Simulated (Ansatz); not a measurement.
## CaTi2Zn2, from a guessed structure to a relaxed one

This structure for CaTi2Zn2 is made up. Its elements were placed in a known structure type with a cell scaled to their sizes. What cell does the guess relax to, and how far off was it?

Method: DFT, PBEsol, plane-wave PAW, files of the set soft_1, scalar-relativistic, no spin, cell and ions relaxed at zero pressure; PAW set soft_1, in the first sound run; inputs show where later runs differ, in Ansatz 0.2.0.

## (1) The structure

It takes space group I4/mmm (No. 139, tetragonal). The conventional cell has a = 4.167 Å, b = 4.167 Å, c = 10.857 Å, α = 90.00°, β = 90.00°, γ = 90.00°. Nearest to Zn lie 4 Ti at 2.52 Å and 4 Zn at 2.95 Å and 4 Ca at 3.42 Å. Nearest to Ti lie 4 Zn at 2.52 Å and 1 Ti at 2.58 Å and 4 Ca at 3.22 Å. Ca has 8 Ti at 3.22 Å and 8 Zn at 3.42 Å nearest. Farther neighbours are not listed.

Structure file:

```cif
data_structure
_symmetry_space_group_name_H-M 'P 1'
_symmetry_Int_Tables_number 1
_cell_length_a 6.1766
_cell_length_b 6.1766
_cell_length_c 6.1766
_cell_angle_alpha 140.573
_cell_angle_beta 140.573
_cell_angle_gamma 56.985
_cell_volume 94.26
loop_
_atom_site_label
_atom_site_type_symbol
_atom_site_fract_x
_atom_site_fract_y
_atom_site_fract_z
_atom_site_occupancy
Zn1 Zn 0.25000 0.75000 0.50000 1
Zn2 Zn 0.75000 0.25000 0.50000 1
Ti3 Ti 0.61880 0.61880 0.00000 1
Ti4 Ti 0.38120 0.38120 0.00000 1
Ca5 Ca 0.00000 0.00000 0.00000 1
```

## (2) Relaxing cell and atoms

The guessed cell has no reason to be at equilibrium. It is relaxed with the atoms, within the space group of the guess.

Input file input.yaml:

```yaml
crystal:
  lattice:
    - [-2.0835, 2.0835, 5.4285]
    - [2.0835, -2.0835, 5.4285]
    - [2.0835, 2.0835, -5.4285]
  atoms:
    - { symbol: Zn, position: [0.25, 0.75, 0.5] }
    - { symbol: Zn, position: [0.75, 0.25, 0.5] }
    - { symbol: Ti, position: [0.6188, 0.6188, 0.0] }
    - { symbol: Ti, position: [0.3812, 0.3812, 0.0] }
    - { symbol: Ca, position: [0.0, 0.0, 0.0] }
kpoints:
  mp_grid: { grid: [9, 9, 9] }
scf:
  occupations: { method: fermi_dirac, width: 0.05 }
hamiltonian:
  xc: pbesol
  pseudopotentials: { kind: paw, azcp: { folder: soft_1 }, xc_functional: pbe }
relax:
  f_tol: 0.015
  max_steps: 70
  cell: {}
output:
  forces: true
  stress: true
```

On the command line:

```console
> ansatz run input.yaml --threads 4 --pin off --max-ram 8192MiB --backend cpu --events-out ev --progress --plain --runs-dir out
```

Numbers of over 12 decimals in the logs are rounded to 6 here.

The log of the run:

```text
basis.fft_grid_basis auto: the FFT boxes are laid along the combinations [[1, 0, 1], [0, 1, 1], [0, 0, 1]] of the cell's own vectors, 4.167, 4.167 and 6.177 Å long. The dense box has 30×30×45 points. Along the cell's own vectors, as sized, it would have 45×45×45, 2.25 times as many. Of the 16 symmetry operations that the crystal satisfies within crystal.symmetry.tolerance (time reversal apart; of a slab, those that k [...]
Engine: ansatz 0.2.0, x86_64-unknown-linux-gnu
Pseudopotentials: kind: paw
Pseudopotential: Zn, paw, valence charge 12, recommended cutoff 420 eV (normal), soft_1/Zn.paw.azcp
Pseudopotential: Ti, paw, valence charge 12, recommended cutoff 420 eV (normal), soft_1/Ti.paw.azcp
Pseudopotential: Ca, paw, valence charge 10, recommended cutoff 420 eV (normal), soft_1/Ca.paw.azcp
Functional definition: PBEsol
  exchange = pbesol_x
  correlation = pbesol_c
Crystal: 5 atoms, lattice volume = 94.260 Å³
Basis set: ecut = 420 eV, 1815 PW (Γ), FFT grids on a1+a3, a2+a3, a3, exchange–correlation on 60×60×90 points (8 copies of the dense FFT grid, shifted against one another)
Bands: 35, of which v1, the nominal top of the filled ones, is band 29 counted from 1 (28 counted from 0)
Symmetry: 16 space group operations
Space group: I4/mmm (ITA 139), of the structure as read, at distance tolerance 4.6e-5 Å
k-points: 75 of 729
Non-local potential: Zn, projectors of the file, l = 0: 2, l = 1: 2, l = 2: 3, l = 3: 1
Non-local potential: Ti, projectors of the file, l = 0: 3, l = 1: 2, l = 2: 3, l = 3: 1
Non-local potential: Ca, projectors of the file, l = 0: 3, l = 1: 2, l = 2: 2
PAW form: soft (Blöchl's): semilocal exchange-correlation on the pseudo side does not see the compensation charge
PAW frozen core: Zn, regenerated for the run's functional, and the local potential with it (the file was generated under x = pbe(κ = 0.804, μ = 0.219515), c = pbe(β = 0.066725))
PAW frozen core: Ti, regenerated for the run's functional, and the local potential with it (the file was generated under x = pbe(κ = 0.804, μ = 0.219515), c = pbe(β = 0.066725))
PAW frozen core: Ca, regenerated for the run's functional, and the local potential with it (the file was generated under x = pbe(κ = 0.804, μ = 0.219515), c = pbe(β = 0.066725))
PAW one-centre angular grid: Zn, 590 points (default); XC on 64 Gauss nodes
PAW one-centre angular grid: Ti, 590 points (default); XC on 64 Gauss nodes
PAW one-centre angular grid: Ca, 110 points (default); XC on 64 Gauss nodes
Initial density: superposition of atomic densities (chi_scale 0.1, normalization cell, long waves kept (reshape's long-wave potential 0.00 eV rms))
Initial wavefunctions: pseudopotential atomic-orbital guess
Functional: x = pbesol(κ = 0.804, μ = 0.123457), c = pbesol(β = 0.046)
SCF iter   1: F=—  HF=-13305.259255 eV  |F-HF|=—  |Δ(HF+E_count)|=         —  Δρ=1.28e-1  dr2=2.03e1  ethr=3.10e-3  ⟨swp⟩=7.3  Hψ=11727  notcnv=0
preconditioner: auto → Kerker (q_TF=auto, 2.516 Å⁻¹)  [metal: Δε(μ)=0.013 eV  Ē_g=7.317 eV  σ=0.050 eV  W_gap=0.07  n_scr=32 (ndim 8)  ℏωp=24.2 eV  f_vac=0.000  D(μ)=4.68/eV (n_scr^D=32)]
SCF iter   2: F=—  HF=-13302.433368 eV  |F-HF|=—  |Δ(HF+E_count)|=    2.83e0  Δρ=3.45e-2  dr2=4.11e0  ethr=3.10e-3  ⟨swp⟩=3.0  Hψ=5256  notcnv=0  defer=1
SCF iter   3: F=—  HF=-13301.748145 eV  |F-HF|=—  |Δ(HF+E_count)|=   6.85e-1  Δρ=2.56e-2  dr2=1.14e0  ethr=3.10e-3  ⟨swp⟩=2.3  Hψ=4947  notcnv=0
SCF iter   4: F=—  HF=-13301.538487 eV  |F-HF|=—  |Δ(HF+E_count)|=   2.10e-1  Δρ=7.81e-3  dr2=7.23e-2  ethr=1.96e-3  ⟨swp⟩=2.6  Hψ=4377  notcnv=0
SCF iter   5: F=—  HF=-13301.535774 eV  |F-HF|=—  |Δ(HF+E_count)|=   2.71e-3  Δρ=4.34e-3  dr2=1.27e-2  ethr=1.25e-4  ⟨swp⟩=2.4  Hψ=4981  notcnv=0  defer=1
SCF iter   6: F=—  HF=-13301.534091 eV  |F-HF|=—  |Δ(HF+E_count)|=   1.68e-3  Δρ=2.03e-3  dr2=2.72e-3  ethr=2.20e-5  ⟨swp⟩=2.0  Hψ=2893  notcnv=0  defer=1
SCF iter   7: F=—  HF=-13301.533421 eV  |F-HF|=—  |Δ(HF+E_count)|=   6.70e-4  Δρ=4.23e-4  dr2=1.74e-4  ethr=4.69e-6  ⟨swp⟩=2.0  Hψ=3494  notcnv=0
SCF iter   8: F=—  HF=-13301.533423 eV  |F-HF|=—  |Δ(HF+E_count)|=   2.14e-6  Δρ=1.59e-4  dr2=2.74e-5  ethr=3.00e-7  ⟨swp⟩=2.0  Hψ=3886  notcnv=0
SCF iter   9: F=—  HF=-13301.533405 eV  |F-HF|=—  |Δ(HF+E_count)|=   1.87e-5  Δρ=6.36e-5  dr2=3.48e-6  ethr=4.73e-8  ⟨swp⟩=2.0  Hψ=3100  notcnv=0
SCF iter  10: F=-13301.533404 eV  HF=-13301.533404 eV  |F-HF|=2.78e-8  |Δ(HF+E_count)|=   9.48e-7  Δρ=8.36e-6  dr2=5.90e-8  ethr=1.72e-10  ⟨swp⟩=3.0  Hψ=11047  notcnv=0
SCF 1 converged in 10 iterations: F = -13301.533404 eV  dr2 = 5.90e-8
  greatest PAW one-centre occupation: 0.999 electrons in one spin orbital (limit 2), on the Ti atom at site 3 (counted from 0), in its partial waves of l = 0
relax step   1: F+E_penalty+E_count = -13301.53340355 eV  Δ(F+E_penalty+E_count) = +0.000e0 eV  max|allowed force component| = 3.309e-2 eV/Å  Δτ_max = 0.0000 Å  P = +4.870 GPa  Ω = 94.260 Å³  (10 SCF iters, dr2 threshold 1.00e-7 eV, accepted)
Crystal: 5 atoms, lattice volume = 100.292 Å³
Basis set: ecut = 420 eV, 1995 PW (Γ), FFT grids on a1+a3, a2+a3, a3, exchange–correlation on 60×60×90 points (8 copies of the dense FFT grid, shifted against one another)
Initial density: handed on by an earlier stage of this run
Initial wavefunctions: those handed on with the density
iter 1 solved again at ethr=3.51e-4 eV; its pass at ethr=3.10e-3 eV (dr2=2.04e-1 eV) is discarded
SCF iter   1: F=—  HF=-13301.671884 eV  |F-HF|=—  |Δ(HF+E_count)|=         —  Δρ=9.83e-3  dr2=2.08e-1  ethr=3.51e-4  ⟨swp⟩=1.0  Hψ=13428  notcnv=0
preconditioner: auto → Kerker (q_TF=auto, 2.490 Å⁻¹)  [metal: Δε(μ)=0.003 eV  Ē_g=8.631 eV  σ=0.050 eV  W_gap=0.01  n_scr=32 (ndim 8)  ℏωp=23.5 eV  f_vac=0.000  D(μ)=8.27/eV (n_scr^D=102)]
SCF iter   2: F=—  HF=-13301.643885 eV  |F-HF|=—  |Δ(HF+E_count)|=   2.80e-2  Δρ=3.13e-3  dr2=3.85e-2  ethr=3.51e-4  ⟨swp⟩=2.5  Hψ=4257  notcnv=0
SCF iter   3: F=—  HF=-13301.636933 eV  |F-HF|=—  |Δ(HF+E_count)|=   6.95e-3  Δρ=1.93e-3  dr2=1.26e-2  ethr=6.64e-5  ⟨swp⟩=2.0  Hψ=3979  notcnv=0
SCF iter   4: F=—  HF=-13301.634737 eV  |F-HF|=—  |Δ(HF+E_count)|=   2.20e-3  Δρ=1.22e-3  dr2=1.20e-3  ethr=2.17e-5  ⟨swp⟩=2.2  Hψ=3920  notcnv=0
SCF iter   5: F=—  HF=-13301.634656 eV  |F-HF|=—  |Δ(HF+E_count)|=   8.15e-5  Δρ=3.28e-4  dr2=1.35e-4  ethr=2.07e-6  ⟨swp⟩=2.0  Hψ=3878  notcnv=0
SCF iter   6: F=—  HF=-13301.634609 eV  |F-HF|=—  |Δ(HF+E_count)|=   4.71e-5  Δρ=1.18e-4  dr2=1.37e-5  ethr=2.33e-7  ⟨swp⟩=2.0  Hψ=2991  notcnv=0
SCF iter   7: F=—  HF=-13301.634612 eV  |F-HF|=—  |Δ(HF+E_count)|=   3.94e-6  Δρ=5.19e-5  dr2=2.37e-6  ethr=2.36e-8  ⟨swp⟩=2.0  Hψ=3869  notcnv=0
[...]
SCF iter   4: F=—  HF=-13301.642804 eV  |F-HF|=—  |Δ(HF+E_count)|=   2.97e-4  Δρ=4.64e-4  dr2=1.89e-4  ethr=2.50e-6  ⟨swp⟩=2.0  Hψ=3911  notcnv=0
SCF iter   5: F=—  HF=-13301.642769 eV  |F-HF|=—  |Δ(HF+E_count)|=   3.46e-5  Δρ=1.45e-4  dr2=2.26e-5  ethr=3.26e-7  ⟨swp⟩=2.0  Hψ=3863  notcnv=0
SCF iter   6: F=—  HF=-13301.642764 eV  |F-HF|=—  |Δ(HF+E_count)|=   5.27e-6  Δρ=4.71e-5  dr2=1.84e-6  ethr=3.90e-8  ⟨swp⟩=2.6  Hψ=3886  notcnv=0
SCF iter   7: F=-13301.642764 eV  HF=-13301.642764 eV  |F-HF|=8.80e-8  |Δ(HF+E_count)|=   2.20e-7  Δρ=1.25e-5  dr2=1.84e-7  ethr=8.62e-10  ⟨swp⟩=4.2  Hψ=8951  notcnv=0
SCF 3 converged in 7 iterations: F = -13301.642764 eV  dr2 = 1.84e-7
relax step   3: F+E_penalty+E_count = -13301.64276421 eV  Δ(F+E_penalty+E_count) = -8.152e-3 eV  max|allowed force component| = 1.118e-1 eV/Å  Δτ_max = 0.0183 Å  P = -0.146 GPa  Ω = 101.628 Å³  energy of the carried Pulay correction = -1.643e-3 eV  (7 SCF iters, dr2 threshold 5.00e-7 eV, accepted)
[... from here on, the SCF cycles and remarks between the steps are left out ...]
relax step   4: F+E_penalty+E_count = -13301.66009767 eV  Δ(F+E_penalty+E_count) = -1.733e-2 eV  max|allowed force component| = 1.188e-1 eV/Å  Δτ_max = 0.0515 Å  P = -0.844 GPa  Ω = 103.561 Å³  energy of the carried Pulay correction = -2.054e-3 eV  (8 SCF iters, dr2 threshold 5.00e-7 eV, accepted)
relax step   5: F+E_penalty+E_count = -13301.70110440 eV  Δ(F+E_penalty+E_count) = -4.101e-2 eV  max|allowed force component| = 1.082e-1 eV/Å  Δτ_max = 0.1034 Å  P = -1.131 GPa  Ω = 105.289 Å³  energy of the carried Pulay correction = -2.414e-3 eV  (8 SCF iters, dr2 threshold 5.00e-7 eV, accepted)
relax step   6: F+E_penalty+E_count = -13301.71139824 eV  Δ(F+E_penalty+E_count) = -1.029e-2 eV  max|allowed force component| = 3.687e-2 eV/Å  Δτ_max = 0.0951 Å  P = -0.742 GPa  Ω = 105.098 Å³  energy of the carried Pulay correction = -2.375e-3 eV  (8 SCF iters, dr2 threshold 5.00e-7 eV, accepted)
relax step   7: F+E_penalty+E_count = -13301.71744520 eV  Δ(F+E_penalty+E_count) = -6.047e-3 eV  max|allowed force component| = 3.885e-2 eV/Å  Δτ_max = 0.0311 Å  P = +0.748 GPa  Ω = 102.765 Å³  energy of the carried Pulay correction = -1.886e-3 eV  (7 SCF iters, dr2 threshold 5.00e-7 eV, accepted)
relax step   8: F+E_penalty+E_count = -13301.71976113 eV  Δ(F+E_penalty+E_count) = -2.316e-3 eV  max|allowed force component| = 8.516e-3 eV/Å  Δτ_max = 0.0076 Å  P = -0.080 GPa  Ω = 103.961 Å³  energy of the carried Pulay correction = -2.138e-3 eV  (6 SCF iters, dr2 threshold 5.00e-7 eV, accepted)
relax step   9: F+E_penalty+E_count = -13301.71984326 eV  Δ(F+E_penalty+E_count) = -8.213e-5 eV  max|allowed force component| = 5.229e-3 eV/Å  Δτ_max = 0.0036 Å  P = -0.001 GPa  Ω = 103.866 Å³  energy of the carried Pulay correction = -2.118e-3 eV  (7 SCF iters, dr2 threshold 2.54e-8 eV, accepted)
relax step  10: F+E_penalty+E_count = -13301.72590726 eV  Δ(F+E_penalty+E_count) = -6.064e-3 eV  max|allowed force component| = 3.742e-3 eV/Å  Δτ_max = 0.0000 Å  P = +0.118 GPa  Ω = 103.866 Å³  stress off target by 1.92e-1 GPa  SCF on the basis re-selected at this cell (its energy is not comparable with the rows above)  (9 SCF iters)
relax step  11: F+E_penalty+E_count = -13301.72636573 eV  Δ(F+E_penalty+E_count) = -4.585e-4 eV  max|allowed force component| = 2.165e-3 eV/Å  Δτ_max = 0.0076 Å  P = +0.029 GPa  Ω = 104.047 Å³  energy of the carried Pulay correction = -4.974e-5 eV  (6 SCF iters, dr2 threshold 9.21e-8 eV, accepted)
iter 1 solved again at ethr=1.87e-7 eV; its pass at ethr=3.10e-3 eV (dr2=1.09e-4 eV) is discarded
SCF iter   1: F=—  HF=-13301.726444 eV  |F-HF|=—  |Δ(HF+E_count)|=         —  Δρ=6.93e-5  dr2=2.06e-7  ethr=1.87e-7  ⟨swp⟩=3.0  Hψ=17235  notcnv=0
preconditioner: auto → Kerker (q_TF=auto, 2.475 Å⁻¹)  [metal: Δε(μ)=0.003 eV  Ē_g=8.495 eV  σ=0.050 eV  W_gap=0.01  n_scr=30 (ndim 8)  ℏωp=23.0 eV  f_vac=0.000  D(μ)=7.88/eV (n_scr^D=92)]
SCF iter   2: F=—  HF=-13301.726414 eV  |F-HF|=—  |Δ(HF+E_count)|=   3.00e-5  Δρ=3.68e-5  dr2=1.21e-7  ethr=3.55e-10  ⟨swp⟩=2.0  Hψ=4730  notcnv=0
SCF iter   3: F=—  HF=-13301.726414 eV  |F-HF|=—  |Δ(HF+E_count)|=   4.32e-7  Δρ=6.93e-6  dr2=2.22e-8  ethr=2.09e-10  ⟨swp⟩=2.0  Hψ=3464  notcnv=0
SCF iter   4: F=—  HF=-13301.726414 eV  |F-HF|=—  |Δ(HF+E_count)|=   1.81e-8  Δρ=2.70e-6  dr2=3.66e-9  ethr=3.83e-11  ⟨swp⟩=2.0  Hψ=3466  notcnv=0
SCF iter   5: F=—  HF=-13301.726414 eV  |F-HF|=—  |Δ(HF+E_count)|=   1.54e-9  Δρ=8.60e-7  dr2=9.70e-10  ethr=6.31e-12  ⟨swp⟩=2.0  Hψ=3708  notcnv=0
SCF iter   6: F=—  HF=-13301.726414 eV  |F-HF|=—  |Δ(HF+E_count)|=  9.64e-11  Δρ=2.53e-7  dr2=6.96e-11  ethr=1.67e-12  ⟨swp⟩=2.0  Hψ=2979  notcnv=0
SCF iter   7: F=-13301.726414 eV  HF=-13301.726414 eV  |F-HF|=5.46e-12  |Δ(HF+E_count)|=  1.82e-12  Δρ=1.07e-7  dr2=5.30e-12  ethr=1.00e-12  ⟨swp⟩=4.0  Hψ=8875  notcnv=0
SCF 12 converged in 7 iterations: F = -13301.726414 eV  dr2 = 5.30e-12
relax step  12: F+E_penalty+E_count = -13301.72641373 eV  Δ(F+E_penalty+E_count) = -4.800e-5 eV  max|allowed force component| = 2.278e-3 eV/Å  Δτ_max = 0.0000 Å  P = +0.028 GPa  Ω = 104.047 Å³  stress off target by 4.06e-2 GPa  SCF on the basis re-selected at this cell (its energy is not comparable with the rows above)  (7 SCF iters)
basis re-selected at this cell: Δ(F+E_penalty+E_count) = -4.800e-5 eV, ΔP = -0.001 GPa vs the last step (what re-selecting the basis moved, of the pressure what is left beyond the Pulay correction that the steps carried, after the strain that the cell walked since its last selection, with what the two solves' SCF thresholds leave and, on support functions, any second-order correction that the steps lacked; it is no m [...]
SCF converged after 7 iterations
Free energy (F): -13301.726414 eV
Harris-Foulkes:  -13301.726414 eV  (|F-HF|=5.46e-12)
Internal energy: -13301.663616 eV  (E = F + TS)
E sigma→0 (E₀):  -13301.695015 eV
Entropy (-TS):   -0.062797 eV (-12.559 meV/atom)
Fermi energy:    9.120863 eV
--- Per-component energies (eV) ---
  E_band       = -477.418551
  E_kinetic    = 1111.618680
  E_local      = -6992.275301  (includes V_loc(G=0)·N_el)
  E_nonlocal   = 1846.087699
  E_hartree    = 2676.362858
  E_xc         = -511.682851
  E_vxc        = -549.320921  (∫ρ·V_xc dr)
  E_paw        = -6590.479117  (= ΣΔE_a)
  E_vpaw       = -1246.253668  (= ΣTr[D̂ρ^β])
  E_aug_tail   = -0.000619  (compensation charges beyond the density's cutoff)
  E_ewald      = -4843.287241
  E_core_change = 1.992275  (= ΣΔE_core)
  E_smearing   = -0.062797  (= −TS)
  E_closure    = 0.000000  (closes the sum)
  Σ components = -13301.726414   (vs F -13301.726414, Δ=0.00e0)
--- Forces (eV/Å), atoms counted from 1 ---
  atom   1  Zn     0.00000000     0.00000000     0.00000000
  atom   2  Zn     0.00000000    -0.00000000     0.00000000
  atom   3  Ti    -0.00000000    -0.00000000    -0.00227770
  atom   4  Ti     0.00000000    -0.00000000     0.00227770
  atom   5  Ca     0.00000000     0.00000000    -0.00000000
  max |Σ_I F_I| component: 5.03e-17 eV/Å
--- Stress (GPa, compression-positive) ---
        0.040592       0.000000       0.000000
        0.000000       0.040592       0.000000
        0.000000      -0.000000       0.002383
  P = ⅓ Tr σ = 0.0279 GPa (0.279 kbar)
--- Relaxed structure (10 steps of the walk, 10 accepted, 2 SCFs on fresh bases) ---
  F+E_penalty+E_count = -13301.72641373 eV   max|allowed force component| = 2.278e-3 eV/Å   (the final SCF, on the basis selected at the relaxed cell)
  cell:  # Å, volume = 104.0472 Å³
    - [-2.303899, 2.303899, 4.900535]
    - [2.303899, -2.303899, 4.900535]
    - [2.303899, 2.303899, -4.900535]
  atoms:
    - { symbol: Zn, position: [0.250000, 0.75, 0.5] }
    - { symbol: Zn, position: [0.75, 0.250000, 0.5] }
    - { symbol: Ti, position: [0.643358, 0.643358, 0] }
    - { symbol: Ti, position: [0.356642, 0.356642, 0] }
    - { symbol: Ca, position: [-3.1955852923953347e-19, -3.1955852923953347e-19, 0] }
```

It took 25 s on 4 threads of AMD EPYC 9R14 (Zen 4), shared host; peak memory 0.66 GiB; 92 s of CPU time.

The steps of the relaxation:

```tsv
step	energy less that of the first step (eV)	largest force component (eV/Å)	pressure (GPa)	volume (Å³)
1	0.0000	0.0331	4.87	94.26
2	-0.1012	0.1129	0.54	100.29
3	-0.1094	0.1118	-0.15	101.63
4	-0.1267	0.1188	-0.84	103.56
5	-0.1677	0.1082	-1.13	105.29
6	-0.1780	0.0369	-0.74	105.10
7	-0.1840	0.0389	0.75	102.77
8	-0.1864	0.0085	-0.08	103.96
9	-0.1864	0.0052	0.00	103.87
10*	-0.1925	0.0037	0.12	103.87
11	-0.1930	0.0022	0.03	104.05
12*	-0.1930	0.0023	0.03	104.05
```

Relaxation steps marked * repeat the geometry before them on a plane-wave basis chosen anew for their cell, so energy and pressure can jump there.

The run keeps the 16 symmetry operations that it works with, so distortions that break them were not tested.

```tsv
conventional cell, symmetrised	before	after	change
a (Å)	4.167	4.608	+10.6 %
b (Å)	4.167	4.608	+10.6 %
c (Å)	10.857	9.801	-9.7 %
volume (Å³/atom)	18.85	20.81	+10.4 %
```

The atoms that moved most (Å, as changes of fractional coordinates times the final cell):

```tsv
atom	dx	dy	dz	length
Ti4	0.000	0.000	-0.241	0.241
Ti3	0.000	0.000	0.241	0.241
```

The relaxed structure:

```cif
data_structure
_symmetry_space_group_name_H-M 'P 1'
_symmetry_Int_Tables_number 1
_cell_length_a 5.8848
_cell_length_b 5.8848
_cell_length_c 5.8848
_cell_angle_alpha 133.904
_cell_angle_beta 133.904
_cell_angle_gamma 67.237
_cell_volume 104.05
loop_
_atom_site_label
_atom_site_type_symbol
_atom_site_fract_x
_atom_site_fract_y
_atom_site_fract_z
_atom_site_occupancy
Zn1 Zn 0.25000 0.75000 0.50000 1
Zn2 Zn 0.75000 0.25000 0.50000 1
Ti3 Ti 0.64336 0.64336 0.00000 1
Ti4 Ti 0.35664 0.35664 0.00000 1
Ca5 Ca 0.00000 0.00000 0.00000 1
```

This step gave:

```
free energy             : -13301.7264 eV
energy at zero smearing : -13301.6950 eV
smearing term TS        : 0.06280 eV
Fermi energy            : 9.121 eV
electrons               : 58
symmetry operations     : 16
pressure                : 0.02786 GPa
```

The shortest distance of each pair, which need not be the same contact before and after:

```tsv
pair	guess (Å)	relaxed (Å)
Ti–Zn	2.524	2.530
Ti–Ti	2.580	2.810
Zn–Zn	2.947	3.258
Ca–Zn	3.422	3.363
Ca–Ti	3.216	3.495
```

The relaxation ends with a largest force component of 0.0023 eV/Å and a pressure of 0.03 GPa.

(Continued in part 2 of 2.)

[Logs are printed without paths, hosts, clocks, repeated set-up lines and the standing remarks that a program may print on its own settings, such as how far it seeks lower states.]

[Hosts, paths, dates, database ids (printed as entryN), source tags and the programs' standing remarks are cut or masked in the printed files.]
